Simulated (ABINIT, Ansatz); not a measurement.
# GaN (P6_3mc): G0W0 on several meshes in ABINIT, part 2 of 2

Aim: the GW shift of GaN (P6_3mc) against the k mesh.

ABINIT 10.8.3; LDA and many-body steps on it, plane waves. Known limits of the many-body steps: not at the basis limit; exchange with frozen shells missing; no spin-orbit coupling; coarse k mesh.

So far. Step 4 (3×3×2): The gap on the mesh goes from 2.01 eV to 2.49 eV, a correction of +0.48 eV. Step 5 (Empty states on the mesh, 6×6×4 mesh, 79 bands): On this mesh the gap is 2.009 eV.

The database entry behind the starting cell differs from later determinations by our own check (about 0.3 % short, ideal inner coordinate), so it need not match the best structure at ambient conditions.

**7. 6×6×4**

This step: G0W0 on LDA, plane waves, norm-conserving pseudopotentials.

Input file run.abi:

```
acell 3*1.0 Angstrom
rprim 
  3.179999999980 0.000000000005 0.000000000000
  -1.589999999994 2.753960784015 0.000000000000
  0.000000000000 0.000000000000 5.166000000000
ntypat 2
znucl 31 7
natom 4
typat 1 1 2 2
xred 
  0.333333333333 0.666666666667 0.000000000000
  0.666666666667 0.333333333333 0.500000000000
  0.333333333333 0.666666666667 0.375000000000
  0.666666666667 0.333333333333 0.875000000000
pp_dirpath "pseudos"
pseudos "Ga.upf, N.upf"
ecut 36
ngkpt 6 6 4
nshiftk 1
shiftk 0 0 0
kptopt 1
chksymbreak 0
istwfk *1
occopt 1
irdwfk 1
optdriver 4
nband 73
gwcalctyp 0
ecutsigx 36
symsigma 1
nkptgw 1
kptgw 
  0.0000000000 0.0000000000 0.0000000000
bdgw 
  17 20
ecuteps 5.2
irdscr 1
ppmodel 1
indata_prefix "in"
outdata_prefix "out"
tmpdata_prefix "tmp"
```

Command:

```bash
OMP_NUM_THREADS=1 mpirun -n 4 abinit run.abi > log
```

Numbers of over 12 decimals in the logs are rounded to 6 here.

Output:

```text
.Version 10.8.3 of ABINIT. v10.8.2 released Aug 2026.

 Symmetries : space group P6_3 m c (#186); Bravais hP (primitive hexag.)
[... echo of the input left out ...]
== DATASET  1 ==================================================================
-   mpi_nproc: 4, omp_nthreads: 1 (-1 if OMP is not activated)

--- !DatasetInfo
iteration_state: {dtset: 1, }
dimensions: {natom: 4, nkpt: 21, mband: 73, nsppol: 1, nspinor: 1, nspden: 1, mpw: 3168, }
cutoff_energies: {ecut:  36.0, pawecutdg:  -1.0, }
electrons: {nelect:   3.60000000E+01, charge:   0.00000000E+00, occopt:   1.00000000E+00, tsmear:   1.00000000E-02, }

 SIGMA: Calculation of the GW corrections

 Based on a program developped by R.W. Godby, V. Olevano, G. Onida, and L. Reining.
 Incorporated in ABINIT by V. Olevano, G.-M. Rignanese, and M. Torrent.
.Using double precision arithmetic ; gwpc =  8

[... cell and pseudopotentials left out ...]
--------------------------------------------------------------------------------

 ==== K-mesh for the wavefunctions ====
 Number of points in the irreducible wedge :    21
[... list of points left out ...]
 Together with 12 symmetry operations and time-reversal symmetry
 yields   144 points in the full Brillouin Zone.

 ==== Q-mesh for screening function ====
 Number of points in the irreducible wedge :    21
[... list of points left out ...]
 Together with 12 symmetry operations and time-reversal symmetry
 yields   144 points in the full Brillouin Zone.

 vcoul_init : cutoff-mode = AUXILIARY_FUNCTION
 q-points for optical limit:   1
     1)      0.000010    0.000020    0.000030
 setmesh: FFT mesh size selected  =    30x   30x   54
          total number of points  =        48600

 Number of electrons calculated from density =   36.0000; Expected =   36.0000
[...]
number of k-points in IBZ                          21
 number of q-points in IBZ                          21
 number of symmetry operations                      12
 number of k-points in BZ                          144
 number of q-points in BZ                          144
 number of frequencies for dSigma/dE                 9
 frequency step for dSigma/dE [eV]                0.25
 number of omega for Sigma on real axis              0
 max omega for Sigma on real axis  [eV]           0.00
 zcut for avoiding poles [eV]                     0.10

 EPSILON^-1 parameters (SCR file):
 dimension of the eps^-1 matrix on file            161
 dimension of the eps^-1 matrix used               161
 number of plane-waves for wavefunctions          3153
 number of bands                                    73
 number of q-points in IBZ                          21
 number of frequencies                               2
 number of real frequencies                          1
 number of imag frequencies                          1

 matrix elements of self-energy operator (all in [eV])

 Perturbative Calculation

--- !SelfEnergy_ee
iteration_state: {dtset: 1, }
kpoint     : [   0.000,    0.000,    0.000, ]
spin       : 1
KS_gap     :    2.009
QP_gap     :    2.595
Delta_QP_KS:    0.586
data: !SigmaeeData |
     Band     E0 <VxcDFT>   SigX SigC(E0)      Z dSigC/dE  Sig(E)    E-E0       E
       17   5.109 -18.231 -21.259   3.282   0.797  -0.254 -18.029   0.202   5.311
       18   5.109 -18.231 -21.259   3.282   0.797  -0.254 -18.029   0.202   5.311
       19   7.118 -14.322 -10.110  -3.251   0.821  -0.219 -13.533   0.788   7.906
       20   9.333 -13.922  -8.794  -3.924   0.830  -0.205 -12.923   0.999  10.332

== END DATASET(S) ==============================================================
================================================================================

 -outvars: echo values of variables after computation  --------
           etotal      0.0000000000E+00
            nband          73
             nkpt          21
          spgroup         186
 [... the other variables as echoed above ...]

 Calculation completed.
```

It took 4.2 s on 4 MPI ranks of Arm Neoverse V2, shared host; peak memory 0.87 GiB.

Numbers from this step:

```
G0W0 gap on the points computed              : 2.595 eV
starting gap on the mesh                     : 2.009 eV
k of the valence top                         : 0, 0, 0
k of the conduction bottom                   : 0, 0, 0
Z at the valence top                         : 0.797
Z at the conduction bottom                   : 0.821
least direct G0W0 gap on the computed points : 2.595 eV
```

Against G0W0 in ABINIT (3×3×2 mesh, 73 bands, screening to 141.5 eV, Godby-Needs plasmon pole), the gap moves by +0.109 eV.

**8. The runs together**

Times are wall times on 4 MPI ranks of Arm Neoverse V2, shared host, good to a factor of about two. A run's time includes the screening step that it read.

| run | mesh | bands | screening cutoff (eV) | DFT gap (eV) | gap on the mesh (eV) | direct (eV) | ε∞ used | time |
| --- | --- | --- | --- | --- | --- | --- | --- | --- |
| 3×3×2 | 3×3×2 | 73 | 141.5 | 2.009 | 2.486 | 2.486 | 9.39 | 9.2 s |
| 6×6×4 | 6×6×4 | 73 | 141.5 | 2.009 | 2.595 | 2.595 | 5.91 | 97 s |

**9. Summary of results**

- 3×3×2: 2.486 eV
- 6×6×4: 2.595 eV
- known limits: not at the basis limit; exchange with frozen shells missing; no spin-orbit coupling; coarse k mesh

**Reading.** 6×6×4: +0.109 eV against 3×3×2. Bands and cutoff are finite, so the gap is not at the basis limit. The miss can reach some tenths of an eV and take either sign; the mesh is an error of its own. In the first G0W0 run levels were corrected at 1 k point alone, so a gap called «on the mesh» is the least over those, and an edge elsewhere would be missed. The 3×3×2 mesh is coarse for this cell, which bears on the long-range parts of exchange and screening. The norm-conserving file of at least one element keeps a d shell over frozen s and p shells of the same row. Exchange with those shells is missing from the self-energy, an error of 0.3 to 0.9 eV in cases checked, whose sign depends on which edge lies on those atoms. The many-body steps are scalar-relativistic: spin-orbit coupling is not in them.

[Paths, hosts, dates, memory and timing lines, banners, echoed tables and standing remarks are left out of the program output.]

[Logs are printed without paths, hosts, clocks, repeated set-up lines and the standing remarks that a program may print on its own settings, such as how far it seeks lower states.]

[Runs of the session that timed out or met a known fault of the program may be left out.]

[No measured gap is set beside runs whose start may be inverted or whose files or cutoffs have a known fault.]

[Hosts, paths, dates, database ids (printed as entryN), source tags and the programs' standing remarks are cut or masked in the printed files.]

[G0W0 gaps are taken among the corrected bands and points alone; a level outside them can change the order at an edge.]

[Where Ansatz stands beside ABINIT at settings called matched, ABINIT's density can come from a denser mesh and the files from another edition; pairs whose starting gaps differed by over 0.03 eV were left out, so agreement reads better than it is.]
